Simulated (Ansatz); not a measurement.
# How cost and error scale: C(100)/AlN(10-10) interface (192 atoms) repeated, part 2 of 2

How do plane waves and support functions scale when C(100)/AlN(10-10) interface (192 atoms) is repeated?

Ansatz 0.2.0; Kohn-Sham DFT, PBE, PAW (set soft_2), plane waves.

The cell: 136 C, 28 Al and 28 N. The host structure and its lattice constant were typed by rule, without a check against the phase diagram.

So far. Step 4 (Support functions, 192 atoms): The energy lies 0.891 meV/atom below the dense-mesh reference, and 3.6 meV/atom below plane waves of the same size, an offset between the two bases that leaves the sampling error alike. Step 5 (Plane waves, 384 atoms): The energy lies 1.27 meV/atom below the dense-mesh reference.

## Step 6: Support functions, 384 atoms

The repeated cell is solved at Γ in support functions.

This step: Kohn-Sham DFT, PBE, PAW (set soft_2), localised support functions (medium) (Ansatz 0.2.0).

File input.yaml:

```yaml
crystal:
  lattice:
    - [13.6186, 0.0, 0.0]
    - [0.54426, 7.95561, 0.0]
    - [0.0, 0.0, 13.87303]
  atoms:
    [... the 192 atom lines of step 2 ...]
  supercell: [1, 2, 1]
kpoints:
  mp_grid: { grid: [1, 1, 1] }
hamiltonian:
  xc: pbe
scf:
  occupations: { method: fermi_dirac, width: 0.05 }
  eigensolver: { kind: { support_functions: { accuracy: medium } } }
  mixing: { beta: 0.4 }
  max_iter: 150
output:
  forces: true
```

Command:

```sh
$ ansatz run input.yaml --threads 8 --pin off --max-ram 15872MiB --backend cpu --events-out ev --progress --plain --runs-dir out
```

Numbers of over 12 decimals in the logs are rounded to 6 here.

Output:

```text
Warning: scf.eigensolver.kind.support_functions: disabling space-group detection — the functions' gradient is summed over unrotated k-points, so no spatial operation reduces the k-mesh or symmetrises the density; time reversal is kept, so that k and −k are solved as one point where they differ and the mesh holds both, and exact exchange and, on two spinor components, a DFT+U term hold to it where the run has them: [...]
settings of this run that can trade accuracy for cost: scf.eigensolver.kind.support_functions [...]
[...]
Crystal: 384 atoms, lattice volume = 3006.127 Å³
Basis set: ecut = 420 eV, 58749 PW (Γ), exchange–correlation on 192×240×192 points (8 copies of the dense FFT grid, shifted against one another)
Bands: 922, of which v1, the nominal top of the filled ones, is band 768 counted from 1 (767 counted from 0)
Symmetry: 1 space group operations
k-points: 1
[...]
Eigensolver: Support functions (medium, 72×90×72 points, laid for a spacing of at most 0.212739 Å, radius 3.114379 Å, up to 3.256711 Å in less dense regions, 2 species' potentials softened for the grid, 3 wholly corrected for its errors in the mean over positions, 3 with the egg-box correction, energy correction by stochastic trace)
[...]
SCF iter   1: F=—  HF=-119752.464235 eV  |F-HF|=—  |Δ(HF+E_count)|=         —  Δρ=1.27e-1  dr2=6.20e2  ethr=1.00e-1
[...]
SCF iter  12: F=—  HF=-119736.233015 eV  |F-HF|=—  |Δ(HF+E_count)|=   8.31e-3  Δρ=2.15e-5  dr2=8.28e-6  ethr=2.92e-9  κ⁻¹=2.5e-6(r=7)
SCF iter  13: F=-119736.239890 eV  HF=-119736.239889 eV  |F-HF|=1.25e-6  |Δ(HF+E_count)|=   6.87e-3  Δρ=9.62e-6  dr2=1.86e-6  ethr=5.39e-10
SCF 1 converged in 13 iterations: F = -119736.353324 eV  dr2 = 1.86e-6
[...]
SCF converged after 13 iterations
Stability not checked: this state was not tested for a lower state beside it, because the mixer in use, unlike msr1, does not test its closes by its own steps (another_mixer; see scf.mixing.algorithm and scf.lower_state_search)
Free energy (F): -119736.353324 eV
[...]
Internal energy: -119735.962674 eV  (E = F + TS)
E sigma→0 (E₀):  -119736.157999 eV
Entropy (-TS):   -0.390650 eV (-1.017 meV/atom)
Fermi energy:    9.715147 eV
[...]
Σ components = -119736.353324   (vs F -119736.353324, Δ=0.00e0)
--- Forces (eV/Å), atoms counted from 1 ---
  atom   1  C      0.30846759     0.30154307     0.39120549
  atom   2  C      0.71162192    -0.27881132    -2.93460929
  atom   3  C     -1.70491068    -0.09887546    -0.78009895
  atom   4  C      0.08068586    -1.07969020     0.09950971
  atom   5  C     -0.13016173     0.87455268     1.11259427
  atom   6  C     -0.02422729    -1.78345924    -0.04647752
  [... forces on the other 378 atoms ...]
  max |Σ_I F_I| component: 1.22e-2 eV/Å
--- Band table (eV) ---
[... left out ...]
  guard bands above this table: 133 of the run's 922 bands (output.publish_guard_bands: true publishes all)
[...]
```

Wall time 4.6 min (8 threads of Arm Neoverse V1, shared host); peak memory 7.6 GiB; 35 min of CPU time.

The program repeats the typed cell 1×2×1 times, 384 atoms in all; totals in the log are those of the whole repeated cell, and force differences are taken after averaging over the copies of each atom.

The energy lies 4.83 meV/atom below the dense-mesh reference, and 3.6 meV/atom below plane waves of the same size, an offset between the two bases that leaves the sampling error alike.

## Step 7: All sizes together

Differences are against the typed cell on a 3×5×3 mesh, which samples like Γ on 8640 atoms (r.m.s. force component 1.12 eV/Å). Every repeated cell is solved at Γ, and forces are averaged over the copies of each atom. Hardware: 8 threads of Arm Neoverse V1, shared host.

| atoms | repeats | basis | Δ force, r.m.s. (meV/Å) | Δ energy (meV/atom) | less plane waves of the same size (meV/atom) | spread among copies (meV/Å) | SCF cycles | time | host memory (GiB) |
| --- | --- | --- | --- | --- | --- | --- | --- | --- | --- |
| 192 | 1×1×1 | plane waves | 56.6 | 2.67 | - | - | 10 | 15 s | 2.4 |
| 192 | 1×1×1 | support functions | 56.7 | -0.891 | -3.6 | - | 14 | 1.7 min | 4.7 |
| 384 | 1×2×1 | plane waves | 31.0 | -1.27 | - | 0 | 13 | 1.8 min | 7.3 |
| 384 | 1×2×1 | support functions | 31.1 | -4.83 | -3.6 | 0.14 | 13 | 4.6 min | 7.6 |

## Step 8: The reference in detail

The comparisons rest on this run, so its electronic structure is set out here.

Length of the force by element:

| element | coordination | atoms | mean length of the force (eV/Å) | spread | least | most |
| --- | --- | --- | --- | --- | --- | --- |
| Al | all | 28 | 1.76 | 0.410 | 0.993 | 2.41 |
| C | all | 136 | 1.90 | 0.820 | 0.394 | 4.96 |
| N | all | 28 | 1.26 | 0.550 | 0.378 | 2.40 |

Löwdin charges by element (they lack the spilled electrons, 0.023 e an atom on average):

| element | coordination | atoms | mean charge (e) | spread | least | most |
| --- | --- | --- | --- | --- | --- | --- |
| Al | all | 28 | 1.07 | 0.018 | 1.03 | 1.10 |
| C | all | 136 | 1.0e-4 | 0.0744 | -0.242 | 0.0669 |
| N | all | 28 | -0.909 | 0.120 | -1.04 | -0.755 |

By region:

| region | atoms | mean length of the force (eV/Å) |
| --- | --- | --- |
| C | 136 | 1.90 |
| AlN | 56 | 1.51 |

States in the cell by windows of 1 eV, zero at the Fermi level; the larger projections on atomic orbitals stand beside the total:

| from (eV) | to (eV) | total | C p | AlN | N p | C s | Al p |
| --- | --- | --- | --- | --- | --- | --- | --- |
| -10 | -9 | 21.3 | 15.5 | 0.3 | 0.1 | 5.4 | 0.1 |
| -9 | -8 | 38.9 | 31.0 | 0.9 | 0.3 | 6.9 | 0.3 |
| -8 | -7 | 37.4 | 31.0 | 1.6 | 0.8 | 4.7 | 0.5 |
| -7 | -6 | 65.7 | 44.3 | 16.8 | 10.5 | 4.4 | 3.0 |
| -6 | -5 | 69.4 | 41.1 | 24.8 | 16.4 | 3.4 | 3.7 |
| -5 | -4 | 64.2 | 38.0 | 23.6 | 16.9 | 2.4 | 3.9 |
| -4 | -3 | 62.7 | 31.8 | 28.7 | 22.7 | 1.8 | 4.3 |
| -3 | -2 | 70.3 | 30.1 | 37.7 | 32.3 | 1.8 | 4.3 |
| -2 | -1 | 51.3 | 26.7 | 21.6 | 18.6 | 2.4 | 2.4 |
| -1 | 0 | 26.7 | 16.3 | 6.8 | 5.5 | 3.2 | 0.8 |
| 0 | 1 | 29.7 | 16.9 | 9.0 | 7.0 | 3.2 | 0.8 |
| 1 | 2 | 14.4 | 10.5 | 2.1 | 1.5 | 1.6 | 0.3 |
| 2 | 3 | 12.8 | 11.6 | 0.3 | 0.1 | 0.6 | 0.1 |
| 3 | 4 | 14.8 | 11.2 | 2.7 | 0.2 | 0.5 | 1.7 |
| 4 | 5 | 19.2 | 4.1 | 10.8 | 1.5 | 2.5 | 5.6 |

The curve was stored every 0.10 eV, coarse against its broadening of 0.08 eV, so these counts are rough.

Between -22 and -10 eV lie 260 more states.

The levels nearest the highest filled one (over half full), pooled over k-points and spins:

| level less the highest filled one (eV) | occupation |
| --- | --- |
| -0.016 | 1.16 |
| -0.0076 | 1.08 |
| -0.005 | 1.05 |
| -0.0047 | 1.05 |
| -0.0025 | 1.03 |
| 0 | 1.00 |
| 7.0e-4 | 0.998 |
| 0.0021 | 0.984 |
| 0.0049 | 0.956 |
| 0.0114 | 0.891 |
| 0.0212 | 0.796 |
| 0.0264 | 0.746 |

Mean Löwdin charges: Al +1.07, C +0.00, N -0.91 e (they miss 0.58 % of the electrons, so they add up to more than the cell's charge). Within 0.4 eV of the Fermi level the largest share is C p (58 % of the projected weight).

## Step 9: What came out

```
free energy per atom        : -311.8086 eV/atom
density                     : 3.073 g/cm³
pressure                    : -5.127 GPa
r.m.s. force component      : 1.121 eV/Å
wall time of the 5 DFT runs : 42 min
```

**Reading.** Repeating the cell at Γ samples more k-points: in plane waves the energy difference from the dense mesh goes from 2.67 meV/atom at 192 atoms to -1.27 at 384, and the force difference from 57 to 31 meV/Å. At equal size the support functions lie 3.6 meV/atom below plane waves, likely because their grid holds more waves than 420 eV; no run tests this. At the largest size the support functions' forces differ from the reference by 2.8 % of the r.m.s. force, which holds the difference of sampling between the two as well as that of the basis.

139 levels are partly filled, by over 2 % (on the run's k-points): at this level the cell shows no clear gap. Levels of broken or missing bonds inside a gap of the host would look the same.

What to keep in mind: The geometry was built by rule, was displaced at random and isn't relaxed at this level: its force components are 1.1 eV/Å r.m.s. The stress is far from hydrostatic: its diagonal is -4.5, -0.8, -10.0 GPa, compression counted positive. The pressure of -5.1 GPa belongs to a cell and atoms that aren't relaxed at this level.

[Logs are printed without paths, hosts, clocks, repeated set-up lines and the standing remarks that a program may print on its own settings, such as how far it seeks lower states.]

[Hosts, paths, dates, database ids (printed as entryN), source tags and the programs' standing remarks are cut or masked in the printed files.]
